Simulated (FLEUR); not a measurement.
Computed results, one entry a study.

## GdZn: which magnetic order is lowest

The structure is cubic, space group Pm-3m (No. 221). Conventional cell: a = 3.618 Å, b = 3.618 Å, c = 3.618 Å, α = 90.00°, β = 90.00°, γ = 90.00°. Nearest to Gd lie 8 Zn at 3.13 Å. Nearest to Zn lie 8 Gd at 3.13 Å. Farther neighbours are not listed.

```
Gd Zn
1.0
     3.61800    0.00000    0.00000
     0.00000    3.61800    0.00000
     0.00000    0.00000    3.61800
Gd Zn
1 1
Direct
  0.00000 0.00000 0.00000
  0.50000 0.50000 0.50000
```

```yaml
method: LDA (VWN) with U = 6 eV on Gd f; all-electron FLAPW, Dirac cores, scalar-relativistic bands (and 1 further level or step)
program: FLEUR MaX-R8.1
settings_of_one_run: kmax 3.6 1/bohr, gmax 10.8 1/bohr, muffin tin radii Gd: 2.8, Zn: 2.8 bohr, lmax Gd: [10, 8], Zn: [10, 8], hist occupations, smearing width 0.05 eV, mixer Anderson, mixing 0.05, max iterations 130, stop 0.0001 me/bohr³, collinear spin, 8×8×8 k-mesh, double counting FLL, mesh matched on, seeded occupations whole cubic f orbitals, Hund's first rule, starting moments 7 0 μB
cost: 4 runs, 3.4 min in all on 4 MPI ranks of Intel Xeon Platinum 8375C at 2.90GHz (Ice Lake), shared host (the runs of this entry)
notes: The database entry behind the starting cell differs from later determinations by our own check (about 0.4 % long). The run is spin-polarised, with a total moment of 7.65 μB a cell. This is the lowest of 3 finished starts, no proof of the ground state.
lowest_state_found: ferromagnetic (initial ferro +)
largest_site_spin_moment: 7.31 μB
next_finished_state: antiferromagnetic, 51.5 meV a seeded atom higher
orbital_moment_on_the_atom_of_largest_spin_along_its_spin_spin_orbit_run: -0.0223 μB
spin_plus_orbital_moment: Gd 7.28 μB
```

The lowest state found is ferromagnetic, reached from the start ferro +, with moments up to 7.31 μB. The next finished state costs 51 meV a seeded atom.

[Logs and program files are shortened in this print: banners, set-up blocks, solver, clock and traceback lines can be left out without a mark of their own.]

[Logs are printed without paths, hosts, clocks, repeated set-up lines and the standing remarks that a program may print on its own settings, such as how far it seeks lower states.]

[Hosts, paths, dates, database ids (printed as entryN), source tags and the programs' standing remarks are cut or masked in the printed files.]

[Where a cell is said to come from a database of computed structures, the database is the Materials Project.]
